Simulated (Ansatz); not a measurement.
**Preparing Li3VO4 (Pmn2_1) as a host crystal**

Aim: the runs on the perfect crystal Li3VO4 (Pmn2_1) that a defect calculation needs first.

Program: Ansatz 0.2.0. Level of theory: plane-wave PAW DFT, PBEsol; single point of the host's primitive cell on a dense mesh, in the first sound run; inputs show where later runs differ. Results are calculated unless marked as measured.

This is a report of a sequence of runs, with most program output left out.

## Step 1: The structure

The structure is orthorhombic, space group Pmn2_1 (No. 31). The conventional cell has a = 6.286 Å, b = 5.418 Å, c = 4.922 Å, α = 90.00°, β = 90.00°, γ = 90.00°. Li has 4 O at 1.94 to 1.98 Å nearest. Nearest to Li lie 4 O at 1.97 to 1.99 Å. V has 4 O at 1.71 to 1.72 Å nearest. Nearest to O lie 1 V at 1.72 Å and 3 Li at 1.96 to 1.98 Å. Nearest to O lie 1 V at 1.71 Å and 3 Li at 1.94 to 1.97 Å. O has 1 V at 1.71 Å and 3 Li at 1.96 to 1.99 Å nearest. Farther neighbours and most contacts between anions are not listed.

## Step 2: Primitive cell on a dense mesh

A dense mesh gives the host's converged energy, against which the supercell's sampling is tested.

Contents of dense/input.yaml:

```yaml
crystal:
  lattice:
    - [6.2860121637, 0.0, 0.0]
    - [0.0, 5.4179606667, 0.0]
    - [0.0, 0.0, 4.9216573602]
  atoms:
    - { symbol: Li, position: [0.2474881719, 0.6681101322, 0.0101788941] }
    - { symbol: Li, position: [0.2525118281, 0.3318898678, 0.5101788941] }
    - { symbol: Li, position: [0.7474881719, 0.3318898678, 0.5101788941] }
    - { symbol: Li, position: [0.7525118281, 0.6681101322, 0.0101788941] }
    - { symbol: Li, position: [0.5, 0.166561387, 0.0106753063] }
    - { symbol: Li, position: [0.0, 0.833438613, 0.5106753063] }
    - { symbol: V, position: [0.0, 0.1698839156, 0.0010531628] }
    - { symbol: V, position: [0.5, 0.8301160844, 0.5010531628] }
    - { symbol: O, position: [0.2248132567, 0.319879994, 0.1105051413] }
    - { symbol: O, position: [0.0, 0.1726412298, 0.6536562196] }
    - { symbol: O, position: [0.7751867433, 0.319879994, 0.1105051413] }
    - { symbol: O, position: [0.2751867433, 0.680120006, 0.6105051413] }
    - { symbol: O, position: [0.7248132567, 0.680120006, 0.6105051413] }
    - { symbol: O, position: [0.5, 0.1310079893, 0.6090432405] }
    - { symbol: O, position: [0.0, 0.8689920107, 0.1090432405] }
    - { symbol: O, position: [0.5, 0.8273587702, 0.1536562196] }
basis:
  ecutwfc: 420
  xc_grid: 2
hamiltonian:
  xc: pbesol
kpoints:
  mp_grid: { grid: [5, 5, 6] }
scf:
  occupations: { method: fermi_dirac, width: 0.01 }
  max_iter: 80
```

Run with:

```bash
ansatz run input.yaml --threads 4 --pin off --max-ram 7536MiB --backend cpu --events-out ev --progress --plain --runs-dir out
```

Wall time 8.5 s (4 threads of Arm Neoverse V1, shared host); peak memory 0.64 GiB.

## Step 3: Self-consistent run

This step: plane-wave PAW DFT, PBEsol; single point of the defect-free supercell, a test of its k-points (Ansatz 0.2.0).

System of this step: Li3VO4 (Pmn2_1). The cell holds 64 atoms: 24 Li, 8 V and 32 O. Its edges and angles: a = 9.648 Å, b = 9.648 Å, c = 9.648 Å, α = 98.7°, β = 111.7°, γ = 118.7°.

Contents of pristine.sampling/input.yaml:

```yaml
crystal:
  lattice:
    - [-6.2860121637, 5.4179606667, 4.9216573602]
    - [6.2860121637, -5.4179606667, 4.9216573602]
    - [6.2860121637, 5.4179606667, -4.9216573602]
  atoms:
    - { symbol: Li, position: [0.3391445132, 0.128833533, 0.457799152] }
    - { symbol: Li, position: [0.3391445132, 0.628833533, 0.957799152] }
    - { symbol: Li, position: [0.8391445132, 0.128833533, 0.957799152] }
    - { symbol: Li, position: [0.8391445132, 0.628833533, 0.457799152] }
    - { symbol: Li, position: [0.421034381, 0.3813453611, 0.292200848] }
    - { symbol: Li, position: [0.421034381, 0.8813453611, 0.792200848] }
    - { symbol: Li, position: [0.921034381, 0.3813453611, 0.792200848] }
    - { symbol: Li, position: [0.921034381, 0.8813453611, 0.292200848] }
[... 52 atom lines left out ...]
    - { symbol: O, position: [0.4905074949, 0.3268281098, 0.6636793851] }
    - { symbol: O, position: [0.4905074949, 0.8268281098, 0.1636793851] }
    - { symbol: O, position: [0.9905074949, 0.3268281098, 0.1636793851] }
    - { symbol: O, position: [0.9905074949, 0.8268281098, 0.6636793851] }
basis:
  ecutwfc: 420
  xc_grid: 2
hamiltonian:
  xc: pbesol
kpoints:
  mp_grid: { grid: [1, 1, 1], shift: [0.25, 0.25, 0.25] }
scf:
  occupations: { method: fermi_dirac, width: 0.01 }
  max_iter: 80
```

Run time: 6.5 s. Hardware: 4 threads; peak memory 1.2 GiB; 24 s of CPU time.

This step gave:

```
energy over dense mesh : -9.03e-4 eV/atom
```

## Step 4: Defect free supercell relaxed from its symmetric sites

This cell, the one that will hold the defects, is built from the relaxed host. Its coarser k-points can move the atoms a little, so it is relaxed from the symmetric sites, as the reference for the test of stability.

This step: plane-wave PAW DFT, PBEsol; relaxation of the defect-free supercell from its symmetric sites (Ansatz 0.2.0).

pristine.symmetric/input.yaml, as its differences from pristine.sampling/input.yaml of step 3:

```diff
@@ -80 +80,12 @@
   max_iter: 80
+output:
+  forces: true
+relax:
+  f_tol: 0.01
+  max_steps: 60
+  escape_saddle: false
+checkpoint:
+  write: "../pristine.symmetric.run"
+  compress: false
+  write_wavefunctions: false
+  write_every: 100000
```

The job ended after 18 s (4 threads; peak memory 1.3 GiB; 68 s of CPU time).

Hardly anything moved in the relaxation; the energy changed by under 0.2 meV an atom.

## Step 5: Defect free supercell relaxed from displaced atoms

This step: plane-wave PAW DFT, PBEsol; relaxation of the defect-free supercell from random displacements, a test of the host's stability (Ansatz 0.2.0).

pristine.rattled/input.yaml, as its differences from pristine.symmetric/input.yaml of step 4:

```diff
@@ -84,6 +84,6 @@
   f_tol: 0.01
-  max_steps: 60
-  escape_saddle: false
+  max_steps: 120
+  random_displacement: { amplitude: 0.08, seed: 4909 }
 checkpoint:
-  write: "../pristine.symmetric.run"
+  write: "../pristine.rattled.run"
   compress: false
```

The job ended after 42 s (4 threads; peak memory 1.3 GiB; 2.7 min of CPU time).

The steps of the relaxation:

```tsv
step	energy less that of the first step (eV)	largest force component (eV/Å)
1	0.0000	5.5571
2	-2.6688	2.3725
3	-3.5035	0.0601
4	-3.5035	0.0603
5	-3.5085	0.0056
6	-3.5085	0.0056
```

The relaxation ends 55 meV an atom lower than the displaced start, with a largest force component of 0.0056 eV/Å.

## Step 6: Results

```json
{
 "supercell relaxed in its symmetry less the displaced and relaxed one": "0.000 eV",
 "energy an atom at one point at (¼, ¼, ¼) less that on the dense mesh": "-0.001 eV"
}
```

Step 5: The energy fell by 3.509 eV from the randomly displaced start; the atoms end within 0.005 Å of the sites as typed, once the mean shift is taken out. The displaced cell ends within 0.01 eV of the symmetric one relaxed in its symmetry, so no lower structure shows in this supercell. All at zero temperature.

[Logs are printed without paths, hosts, clocks, repeated set-up lines and the standing remarks that a program may print on its own settings, such as how far it seeks lower states.]

[Hosts, paths, dates, database ids (printed as entryN), source tags and the programs' standing remarks are cut or masked in the printed files.]

[Runs of the host that timed out are not shown.]

[For some hosts the program warned that the k-mesh of the response run may be too coarse for force constants and the static dielectric constant; such warnings are not always shown.]
